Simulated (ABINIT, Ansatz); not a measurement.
# Ruthenium (P6_3/mmc): phonons by linear response

How does Ruthenium (P6_3/mmc) vibrate, and is this structure a minimum?

Program: ABINIT 10.8.3. Level of theory: DFT PBE, scalar-relativistic, plane waves, PseudoDojo norm-conserving pseudopotentials. Results are calculated unless marked as measured.

This is a report of a sequence of runs, with most program output left out.

### Step 1. Set-up

Symmetry: P6_3/mmc, No. 194, hexagonal system. Conventional cell: a = 2.706 Å, b = 2.706 Å, c = 4.282 Å, α = 90.00°, β = 90.00°, γ = 120.00°. Ru has 12 Ru at 2.65 to 2.71 Å nearest.

Structure file:

```cif
data_structure
_symmetry_space_group_name_H-M 'P6_3/mmc'
_symmetry_Int_Tables_number 194
_cell_length_a 2.7058
_cell_length_b 2.7058
_cell_length_c 4.2819
_cell_angle_alpha 90.000
_cell_angle_beta 90.000
_cell_angle_gamma 120.000
_cell_volume 27.15
loop_
_atom_site_label
_atom_site_type_symbol
_atom_site_symmetry_multiplicity
_atom_site_Wyckoff_symbol
_atom_site_fract_x
_atom_site_fract_y
_atom_site_fract_z
_atom_site_occupancy
Ru1 Ru 2 c 0.33333 0.66667 0.25000 1
```

### Step 2. A probe with smearing

A first run with smearing and empty bands tells whether the crystal has a gap, which decides between fixed occupations and smearing later on.

probe.abi reads:

```
# ground state
tolvrs 1.0d-08
prtden 1
prtwf 1

# basis, mesh and filling
ecut 38.0
ngkpt 9 9 4
nshiftk 1
shiftk 0.0 0.0 0.0
istwfk *1
occopt 7
tsmear 0.005
nband 24
nstep 100
diemac 9.0
prtebands 0
prtgsr 0

# cell and atoms
acell 5.113220948 5.113220948 8.091618293
rprim 
    1.0 0.0 0.0
    -0.5 0.8660254038 0.0
    0.0 0.0 1.0
ntypat 1
znucl 44
natom 2
typat 1 1
xred 
    1/3 2/3 0.25
    2/3 1/3 0.75
pp_dirpath "./pseudo"
pseudos "Ru.upf"
```

On the command line:

```console
$ OMP_NUM_THREADS=1 mpirun -n 16 abinit probe.abi > probe.log
```

It took 4.8 s on 16 MPI ranks of Arm Neoverse V2, shared host; 74 s of CPU time.

Read from the output:

| Item | Value |
| --- | --- |
| volume per atom | 13.57 Å³ |
| pressure | 4.249 GPa |
| gap on the k-mesh | 0 eV |

No gap opens on this mesh, so smearing is kept; the printed pressure holds the stress of the finite basis too.

### Step 3. Relaxing the cell and atoms

The harmonic expansion needs vanishing forces, and a free crystal bears no stress, so cell and atoms are brought to rest. Stress is more sensitive to the basis than forces are: the last 3 Ha under the cutoff are smoothed with ecutsm, and the cutoff is raised above that of the later runs.

relax.abi reads:

```
# relaxation
ionmov 2
optcell 2
dilatmx 1.08
ntime 40
tolmxf 1.0d-05
tolvrs 1.0d-14
prtwf 0
prtden 0
chksymtnons 0

# basis, mesh and filling
ecut 47.0
ecutsm 3.0
ngkpt 12 12 6
nshiftk 1
shiftk 0.0 0.0 0.0
istwfk *1
occopt 7
tsmear 0.01
nband 24
nstep 100
diemac 1000000.0
prtebands 0
prtgsr 0

# cell and atoms
acell 5.113220948 5.113220948 8.091618293
rprim 
    1.0 0.0 0.0
    -0.5 0.8660254038 0.0
    0.0 0.0 1.0
ntypat 1
znucl 44
natom 2
typat 1 1
xred 
    1/3 2/3 0.25
    2/3 1/3 0.75
pp_dirpath "./pseudo"
pseudos "Ru.upf"
```

On the command line:

```console
$ OMP_NUM_THREADS=1 mpirun -n 16 abinit relax.abi > relax.log
```

The job ended after 52 s (16 MPI ranks; 14 min of CPU time).

The steps of the relaxation:

```csv
step,energy less that of the first step (eV),largest force (eV/Å),volume (Å³)
1,0.0000,0.0000,27.15
2,-0.0068,0.0000,27.58
3,-0.0068,0.0000,27.58
4,-0.0068,0.0000,27.58
5,-0.0068,0.0000,27.58
```

```csv
"conventional cell, symmetrised",before,after,change
a (Å),2.706,2.721,+0.5 %
b (Å),2.706,2.721,+0.5 %
c (Å),4.282,4.303,+0.5 %
volume (Å³/atom),13.57,13.79,+1.6 %
```

The relaxed structure:

```cif
data_structure
_symmetry_space_group_name_H-M 'P 1'
_symmetry_Int_Tables_number 1
_cell_length_a 2.7205
_cell_length_b 2.7205
_cell_length_c 4.3031
_cell_angle_alpha 90.000
_cell_angle_beta 90.000
_cell_angle_gamma 120.000
_cell_volume 27.58
loop_
_atom_site_label
_atom_site_type_symbol
_atom_site_fract_x
_atom_site_fract_y
_atom_site_fract_z
_atom_site_occupancy
Ru1 Ru 0.33333 0.66667 0.25000 1
Ru2 Ru 0.66667 0.33333 0.75000 1
```

Numbers from this step:

```yaml
volume_per_atom: 13.79 Å³
pressure: -0.001454 GPa
```

The volume changes by +1.6 % in this run and stands +1.6 % from the first cell.

### Step 4. Self-consistent run for the response

The response is built on these wavefunctions, so the potential is converged far more tightly than an energy would need. Smearing stays on, as the first look found no gap above 0.3 eV.

gs.abi reads:

```
# ground state
tolvrs 1.0d-16
prtden 1
prtwf 1

# basis, mesh and filling
ecut 38.0
ngkpt 12 12 6
nshiftk 1
shiftk 0.0 0.0 0.0
istwfk *1
occopt 7
tsmear 0.01
nband 24
nstep 100
diemac 1000000.0
prtebands 0
prtgsr 0

# cell and atoms
acell 5.141093907 5.141093907 8.131669566
rprim 
    1.0 0.0 0.0
    -0.5 0.8660254038 0.0
    0.0 0.0 1.0
ntypat 1
znucl 44
natom 2
typat 1 1
xred 
    1/3 2/3 0.25
    2/3 1/3 0.75
pp_dirpath "./pseudo"
pseudos "Ru.upf"
```

On the command line:

```console
$ OMP_NUM_THREADS=1 mpirun -n 16 abinit gs.abi > gs.log
```

It took 9.7 s on 16 MPI ranks; 2.6 min of CPU time.

Read from the output:

```yaml
pressure: -0.9123 GPa
```

The cell stands at -0.91 GPa: the relaxation ran with a smoothed and higher cutoff, and the difference is a stress of the finite basis.

### Step 5. Linear response at Γ

At q = 0 one unit cell holds all displacements. The response is solved for single atoms along the cell's directions, and symmetry skips those that follow from others. The crystal is treated as a metal, which screens a static field, so no field response is asked.

dfpt_gamma.abi reads:

```

# common to the responses
getwfk_filepath "gso_WFK"
kptopt 2
nqpt 1
qpt 0.0 0.0 0.0
asr 0
chneut 0

# displacements
rfphon 1
rfatpol 1 2
rfdir 1 1 1
tolvrs 1.0d-10
prtwf 0
prtpot 1

# basis, mesh and filling
ecut 38.0
ngkpt 12 12 6
nshiftk 1
shiftk 0.0 0.0 0.0
istwfk *1
occopt 7
tsmear 0.01
nband 24
nstep 100
diemac 1000000.0
prtebands 0
prtgsr 0

# cell and atoms
acell 5.141093907 5.141093907 8.131669566
rprim 
    1.0 0.0 0.0
    -0.5 0.8660254038 0.0
    0.0 0.0 1.0
ntypat 1
znucl 44
natom 2
typat 1 1
xred 
    1/3 2/3 0.25
    2/3 1/3 0.75
pp_dirpath "./pseudo"
pseudos "Ru.upf"
```

On the command line:

```console
$ OMP_NUM_THREADS=1 mpirun -n 16 abinit dfpt_gamma.abi > dfpt_gamma.log
```

Wall time 44 s (16 MPI ranks); 12 min of CPU time.

Read from the output:

```yaml
largest_acoustic_frequency_at_the_zone_centre_before_the_sum_rule: -3.97 cm⁻¹
highest_optical_zone_centre_mode_no_lo_to_term: 253.4 cm⁻¹
lowest_optical_zone_centre_mode: 189.4 cm⁻¹
```

The acoustic modes at Γ come out as far as 4.0 cm⁻¹ from zero, where they should vanish, a small numerical error.

### Step 6. Phonons on a q mesh

Linear response treats each wavevector of the 3×3×2 mesh in the unit cell; the first-order potentials are kept for the electron-phonon matrix elements.

dfpt_q.abi reads:

```
ndtset 5

# wavevectors
qpt1 0.3333333333 0.0 0.0
qpt2 0.3333333333 0.3333333333 0.0
qpt3 0.0 0.0 0.5
qpt4 0.3333333333 0.0 0.5
qpt5 0.3333333333 0.3333333333 0.5

# displacements
getwfk_filepath "gso_WFK"
getwfq_filepath "gso_WFK"
kptopt 3
nqpt 1
rfphon 1
rfatpol 1 2
rfdir 1 1 1
tolvrs 1.0d-10
prtwf 0
prtpot 1

# basis, mesh and filling
ecut 38.0
ngkpt 12 12 6
nshiftk 1
shiftk 0.0 0.0 0.0
istwfk *1
occopt 7
tsmear 0.01
nband 24
nstep 100
diemac 1000000.0
prtebands 0
prtgsr 0

# cell and atoms
acell 5.141093907 5.141093907 8.131669566
rprim 
    1.0 0.0 0.0
    -0.5 0.8660254038 0.0
    0.0 0.0 1.0
ntypat 1
znucl 44
natom 2
typat 1 1
xred 
    1/3 2/3 0.25
    2/3 1/3 0.75
pp_dirpath "./pseudo"
pseudos "Ru.upf"
```

On the command line:

```console
$ OMP_NUM_THREADS=1 mpirun -n 16 abinit dfpt_q.abi > dfpt_q.log
```

The job ended after 15 min (16 MPI ranks; 4 h of CPU time).

This step gave:

```yaml
lowest_mode_on_the_q_mesh_acoustic_ones_at_the_zone_centre_apart: 132.3 cm⁻¹
```

Frequencies (cm⁻¹) before the sum rule at the irreducible wavevectors but Γ, which is solved apart; negative means imaginary. Frequencies by wavevector:

```csv
q (fractions),star,mode 1,mode 2,mode 3,mode 4,mode 5,mode 6
0.3333 0 0,6,132.3,147.9,201.1,214,214.9,234.9
0.3333 0.3333 0,2,171.9,171.9,203.5,203.5,205.5,258.4
0 0 0.5,1,133.6,133.6,133.6,133.6,205.3,205.3
0.3333 0 0.5,6,163.2,163.2,185.3,185.3,254.7,254.7
0.3333 0.3333 0.5,2,175,175,229,229,233.7,233.7
```

### Step 7. Interpolated phonon bands

anaddb transforms the dynamical matrices to force constants and back along the path; points of the mesh come back as solved, but for the sum rule and, in polar crystals, the LO-TO term at Γ; the rest is interpolation.

anaddb.abi reads:

```
ddb_filepath "all_DDB"
output_file "anaddb.abo"
outdata_prefix "anaddb"
ifcflag 1
ngqpt 3 3 2
nqshft 1
q1shft 0.0 0.0 0.0
asr 1
chneut 0
dipdip 0
dipquad 0
quadquad 0
enunit 0
eivec 0
nph1l 93
qph1l 
    0.0 0.0 0.0 1.0
    0.05 0.0 0.0 1.0
    0.1 0.0 0.0 1.0
    0.15 0.0 0.0 1.0
    0.2 0.0 0.0 1.0
    0.25 0.0 0.0 1.0
    0.3 0.0 0.0 1.0
    0.35 0.0 0.0 1.0
    0.4 0.0 0.0 1.0
    0.45 0.0 0.0 1.0
    0.5 0.0 0.0 1.0
    0.48333333 0.03333333 0.0 1.0
    0.46666667 0.06666667 0.0 1.0
    0.45 0.1 0.0 1.0
    0.43333333 0.13333333 0.0 1.0
    0.41666667 0.16666667 0.0 1.0
    0.4 0.2 0.0 1.0
    0.38333333 0.23333333 0.0 1.0
    0.36666667 0.26666667 0.0 1.0
    0.35 0.3 0.0 1.0
    0.33333333 0.33333333 0.0 1.0
    0.3 0.3 0.0 1.0
    0.26666667 0.26666667 0.0 1.0
    0.23333333 0.23333333 0.0 1.0
    0.2 0.2 0.0 1.0
    0.16666667 0.16666667 0.0 1.0
    0.13333333 0.13333333 0.0 1.0
    0.1 0.1 0.0 1.0
    0.06666667 0.06666667 0.0 1.0
    0.03333333 0.03333333 0.0 1.0
    0.0 0.0 0.0 1.0
    0.0 0.0 0.05 1.0
    0.0 0.0 0.1 1.0
    0.0 0.0 0.15 1.0
    0.0 0.0 0.2 1.0
    0.0 0.0 0.25 1.0
    0.0 0.0 0.3 1.0
    0.0 0.0 0.35 1.0
    0.0 0.0 0.4 1.0
    0.0 0.0 0.45 1.0
    0.0 0.0 0.5 1.0
    0.05 0.0 0.5 1.0
    0.1 0.0 0.5 1.0
    0.15 0.0 0.5 1.0
    0.2 0.0 0.5 1.0
    0.25 0.0 0.5 1.0
    0.3 0.0 0.5 1.0
    0.35 0.0 0.5 1.0
    0.4 0.0 0.5 1.0
    0.45 0.0 0.5 1.0
    0.5 0.0 0.5 1.0
    0.48333333 0.03333333 0.5 1.0
    0.46666667 0.06666667 0.5 1.0
    0.45 0.1 0.5 1.0
    0.43333333 0.13333333 0.5 1.0
    0.41666667 0.16666667 0.5 1.0
    0.4 0.2 0.5 1.0
    0.38333333 0.23333333 0.5 1.0
    0.36666667 0.26666667 0.5 1.0
    0.35 0.3 0.5 1.0
    0.33333333 0.33333333 0.5 1.0
    0.3 0.3 0.5 1.0
    0.26666667 0.26666667 0.5 1.0
    0.23333333 0.23333333 0.5 1.0
    0.2 0.2 0.5 1.0
    0.16666667 0.16666667 0.5 1.0
    0.13333333 0.13333333 0.5 1.0
    0.1 0.1 0.5 1.0
    0.06666667 0.06666667 0.5 1.0
    0.03333333 0.03333333 0.5 1.0
    0.0 0.0 0.5 1.0
    0.5 0.0 0.5 1.0
    0.5 0.0 0.45 1.0
    0.5 0.0 0.4 1.0
    0.5 0.0 0.35 1.0
    0.5 0.0 0.3 1.0
    0.5 0.0 0.25 1.0
    0.5 0.0 0.2 1.0
    0.5 0.0 0.15 1.0
    0.5 0.0 0.1 1.0
    0.5 0.0 0.05 1.0
    0.5 0.0 0.0 1.0
    0.33333333 0.33333333 0.5 1.0
    0.33333333 0.33333333 0.45 1.0
    0.33333333 0.33333333 0.4 1.0
    0.33333333 0.33333333 0.35 1.0
    0.33333333 0.33333333 0.3 1.0
    0.33333333 0.33333333 0.25 1.0
    0.33333333 0.33333333 0.2 1.0
    0.33333333 0.33333333 0.15 1.0
    0.33333333 0.33333333 0.1 1.0
    0.33333333 0.33333333 0.05 1.0
    0.33333333 0.33333333 0.0 1.0
```

mrgddb.in reads:

```
all_DDB
merged
6
dfpt_gammao_DDB
dfpt_qo_DS1_DDB
dfpt_qo_DS2_DDB
dfpt_qo_DS3_DDB
dfpt_qo_DS4_DDB
dfpt_qo_DS5_DDB
```

On the command line:

```console
$ mrgddb < mrgddb.in > mrgddb.log
$ OMP_NUM_THREADS=1 anaddb anaddb.abi > anaddb.log
```

The job ended after 0.5 s (1 thread).

Read from the output:

- lowest frequency on the path: 0 cm⁻¹

Anaddb. The phonon branches at the labelled points (cm⁻¹):

```csv
point,branch 1,branch 2,branch 3,branch 4,branch 5,branch 6
Γ,0,0,0,190,190,253
halfway,112,123,179,208,219,221
M,148,174,175,219,242,248
halfway,168,173,173,211,231,254
K,172,172,204,204,206,258
halfway,130,135,187,211,219,223
Γ,0,0,0,190,190,253
halfway,72,72,120,175,175,245
A,134,134,134,134,205,205
halfway,153,153,173,173,241,241
L,174,174,194,194,265,265
halfway,174,174,206,206,255,255
H,175,175,229,229,234,234
halfway,156,156,183,183,246,246
A,134,134,134,134,205,205
jump to L,174,174,194,194,265,265
halfway,164,174,175,213,254,257
M,148,174,175,219,242,248
jump to H,175,175,229,229,234,234
halfway,175,175,214,215,215,252
K,172,172,204,204,206,258
```

All branches are real along the path.

### Step 8. Sums over the zone

Sums over the zone need many more wavevectors than were solved, so the interpolation is sampled on a dense mesh.

anaddb.abi reads:

```
ddb_filepath "all_DDB"
output_file "anaddb.abo"
outdata_prefix "anaddb"
ifcflag 1
ngqpt 3 3 2
nqshft 1
q1shft 0.0 0.0 0.0
asr 1
chneut 0
dipdip 0
dipquad 0
quadquad 0
prtdos 2
ng2qpt 19 19 10
dosdeltae 4.5563e-06
ntemper 11
temperinc 100.0
tempermin 0.0
```

On the command line:

```console
$ OMP_NUM_THREADS=1 anaddb anaddb.abi > anaddb.log
```

Run time: 0.62 s. Hardware: 1 thread.

Numbers from this step:

- share of modes beyond 3i cm⁻¹ on the dense interpolated mesh: 0
- zero-point energy per atom: 35.89 meV
- heat capacity at 300 K: 23.17 J/(mol atoms K)
- vibrational entropy at 300 K: 28.51 J/(mol atoms K)

The phonon density of states has structure finer than the step of the table below, so its rows give means over 10 cm⁻¹, whole bins alone (the curve runs from -30 to 288 cm⁻¹). Peaks (cm⁻¹: height): 174.0: 0.120, 212.0: 0.0580, 252.0: 0.0766.

Tetrahedra. Table of phonon density of states by wavenumber; means over each step:

wavenumber (cm⁻¹), phonon density of states (1/cm⁻¹/cell) and a bar:
```
        0      0.000 
       10      0.000 
       20      0.000 
       30      0.000 
       40      0.001 
       50      0.001 
       60      0.002 #
       70      0.002 #
       80      0.003 #
       90      0.004 ##
      100      0.005 ##
      110      0.007 ###
      120      0.010 ####
      130      0.013 #####
      140      0.018 #######
      150      0.028 ###########
      160      0.039 ###############
      170      0.077 ##############################
      180      0.058 ######################
      190      0.044 #################
      200      0.042 ################
      210      0.055 #####################
      220      0.023 #########
      230      0.028 ###########
      240      0.049 ###################
      250      0.064 #########################
      260      0.024 #########
      270      0.000 
      280      0.000
```

Harmonic thermodynamic functions per atom, summed over the density of states scaled to three modes an atom; melting is ignored. Thermodynamic functions:

```csv
T (K),F_vib (meV/atom),S (J/mol-atom/K),C_V (J/mol-atom/K)
0,35.89,0,0
50,35.76,1.142,3.823
100,33.77,7.043,13.7
200,19.73,19.47,21.19
300,-5.38,28.51,23.17
400,-38.59,35.29,23.92
500,-78.06,40.67,24.28
600,-122.6,45.12,24.48
700,-171.4,48.91,24.6
800,-223.8,52.2,24.68
900,-279.4,55.11,24.74
1000,-337.9,57.72,24.78
```

At 300 K the heat capacity has reached 93 % of the Dulong-Petit value.

### Step 9. The same in Ansatz

A second program on the same cell, potentials, cutoff and meshes tests the implementation of the phonon response, not its convergence.

This step: DFT PBE, scalar-relativistic, plane waves, PseudoDojo norm-conserving pseudopotentials (Ansatz 0.2.0).

input.yaml reads:

```yaml
crystal:
  lattice:
    - [2.7205497347, 0.0, 0.0]
    - [-1.3602748673, 2.3560651825, 0.0]
    - [0.0, 0.0, 4.3030942211]
  atoms:
    - { symbol: Ru, position: [0.3333333333, 0.6666666667, 0.25] }
    - { symbol: Ru, position: [0.6666666667, 0.3333333333, 0.75] }
kpoints:
  mp_grid: { grid: [12, 12, 6] }
hamiltonian:
  xc: pbe
  pseudopotentials: { kind: nc, accuracy: standard }
scf:
  occupations: { method: gaussian, width: 0.27211 }
output:
  eigenvalues: true
basis:
  ecutwfc: 1034.033
phonons:
  method: dfpt
  qmesh: [3, 3, 2]
  temperatures: { t_max: 1000, t_step: 50 }
  qpath:
    path:
      - [[0.0, 0.0, 0.0], [0.5, 0.0, 0.0], [0.33333333, 0.33333333, 0.0], [0.0, 0.0, 0.0], [0.0, 0.0, 0.5], [0.5, 0.0, 0.5], [0.33333333, 0.33333333, 0.5], [0.0, 0.0, 0.5]]
      - [[0.5, 0.0, 0.5], [0.5, 0.0, 0.0]]
      - [[0.33333333, 0.33333333, 0.5], [0.33333333, 0.33333333, 0.0]]
    npoints: 10
  electrical_resistivity: { temperatures: [77, 300], mesh: [24, 24, 12] }
```

On the command line:

```console
$ ansatz run input.yaml --threads 16 --pin off --max-ram 32768MiB --backend cpu --events-out ev --progress --plain --runs-dir out
```

Run time: 2.4 min. Hardware: 16 threads; peak memory 2 GiB.

This step gave:

```yaml
sum_rule_residual_before_enforcement: 4.02e-4 eV/Å²
mean_frequency: 193 cm⁻¹
debye_temperature_second_moment: 367 K
logarithmic_mean_frequency: 187.4 cm⁻¹
lowest_mode_on_the_q_mesh_acoustic_ones_at_the_zone_centre_apart: 132.4 cm⁻¹
vibrational_entropy_at_300_k: 28.52 J/(mol atoms K)
```

### Step 10. The two compared: ABINIT PseudoDojo and Ansatz, PseudoDojo

Worked out from the results:

| Item | Value |
| --- | --- |
| root-mean-square difference | 0.06 cm⁻¹ |
| largest difference | 0.11 cm⁻¹ |
| root-mean-square difference on the path | 0.1 cm⁻¹ |
| largest difference on the path | 0.2 cm⁻¹ |

The 12 of 33 modes that differ most. Frequencies side by side:

```csv
q (reciprocal lattice),mode,ABINIT PseudoDojo (cm⁻¹),"Ansatz, PseudoDojo (cm⁻¹)"
0 0 0,6,253.4,253.4
0.3333 0 0,1,132.3,132.4
0.3333 0 0,2,147.9,147.9
0.3333 0 0,3,201.1,201.2
0.3333 0 0,6,234.9,234.9
0.3333 0.3333 0,1,171.9,172
0.3333 0.3333 0,2,171.9,172
0.3333 0 0.5,1,163.2,163.2
0.3333 0.3333 0.5,1,175,175.1
0.3333 0.3333 0.5,2,175,175.1
0.3333 0.3333 0.5,3,229,229.1
0.3333 0.3333 0.5,4,229,229.1
```

The interpolated bands of the two lie on top of each other.

At the solved wavevectors the largest difference (acoustic modes at Γ apart) is 0.04 % of the highest mode.

### Step 11. Summary of results

```
space group after relaxation                                       : P6_3/mmc
volume per atom                                                    : 13.8 Å³
highest optical zone-centre mode (no LO-TO term)                   : 253.4 cm⁻¹
lowest optical zone-centre mode                                    : 189.4 cm⁻¹
q mesh                                                             : 3×3×2
lowest mode on the q mesh (acoustic ones at the zone centre apart) : 132.3 cm⁻¹
zero-point energy per atom                                         : 35.9 meV
heat capacity at 300 K                                             : 23.2 J/(mol atoms K)
vibrational entropy at 300 K                                       : 28.5 J/(mol atoms K)
imaginary modes on the q mesh                                      : none
largest difference from Ansatz, PseudoDojo                         : 0.11 cm⁻¹
```

**Reading.** Ruthenium (P6_3/mmc) is dynamically stable on the 3×3×2 mesh; its spectrum reaches 265 cm⁻¹. At the PBE level the optical modes of Ruthenium (P6_3/mmc) at the zone centre run from 189 to 253 cm⁻¹. Along axes with an odd number of divisions the mesh misses the zone-boundary points at one half, where instabilities often lie; those are only interpolated. The base run prints -0.91 GPa, mostly the error of a finite basis; the relaxation, with a smoothed and higher cutoff, had brought the cell to rest. ABINIT PseudoDojo and Ansatz, PseudoDojo agree to 0.11 cm⁻¹ (0.04 % of the highest mode compared) on all solved modes but the acoustic ones at Γ. These are harmonic frequencies at zero temperature: anharmonic shifts and linewidths and thermal expansion are left out. In a metal the frequencies hang on the k mesh and the smearing, most of all near Kohn anomalies. Ansatz warns that the cutoff lies 10 % under the one recommended for these files; agreement at one cutoff is not convergence. Electron-phonon sums were run after this but are left out, since no second program bore their λ out within 30 %; a λ that a log prints is not taken as a result. The q mesh stands for a supercell only 8.2 Å across, so branches between the solved wavevectors are rough.

[Host names and launcher messages were left out of these logs when they were recorded.]

[Logs are printed without paths, hosts, clocks, repeated set-up lines and the standing remarks that a program may print on its own settings, such as how far it seeks lower states.]

[Hosts, paths, dates, database ids (printed as entryN), source tags and the programs' standing remarks are cut or masked in the printed files.]
